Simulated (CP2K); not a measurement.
Consider 2-fluorothiazole at its PBE geometry (Å).

```xyz
8

F     2.6528    0.2106    0.3108
C     1.3211    0.1095    0.1526
N     0.7089   -1.0156   -0.0402
C    -0.6465   -0.7656   -0.1562
C    -1.0330    0.5451   -0.0488
S     0.3499    1.5473    0.2122
H    -1.3229   -1.6006   -0.3238
H    -2.0303    0.9694   -0.1066
```

Method: CP2K XAS_TDP, all-electron GAPW, PBEh(45%), aug-cc-pVDZ, TDA, GW2X-corrected core level, ZORA, spin–orbit coupling.

Q: Where do the S L₂,₃-edge lines lie, and how strong are they?

Leading lines: S6 169.22 eV. The leading line of an atom is its first one with 35 % of the strongest within 2.5 eV of its lowest line over the strength cut. Core ionisation energies at this level: S6 172.17/172.27/173.34 eV; the 2p½ level lies 1.12 eV above the 2p3/2 pair.

The first six lines of each atom with a strength over 0.0003:

```csv
atom,energy (eV),states,"strength, one atom",above the computed threshold
S6 (bonded to 2 C),167.49,2,0.0020,
,167.67,1,0.0007,
,167.94,2,0.0005,
,168.11,1,0.0012,
,168.59,1,0.0017,
,168.82,1,0.0018,
```

Lines are vertical, at one geometry, with no vibrational structure. GW2X ionisation energies and lines can be off by 1 to 2 eV either way, and a good line position may hide errors that cancel. Rydberg lines, and the discretised continuum above threshold, depend on the basis and the box.

[Banner, clock and machine lines of the logs are left out without a mark of their own.]

[Logs are printed without paths, hosts, clocks, repeated set-up lines and the standing remarks that a program may print on its own settings, such as how far it seeks lower states.]

[Hosts, paths, dates, database ids (printed as entryN), source tags and the programs' standing remarks are cut or masked in the printed files.]
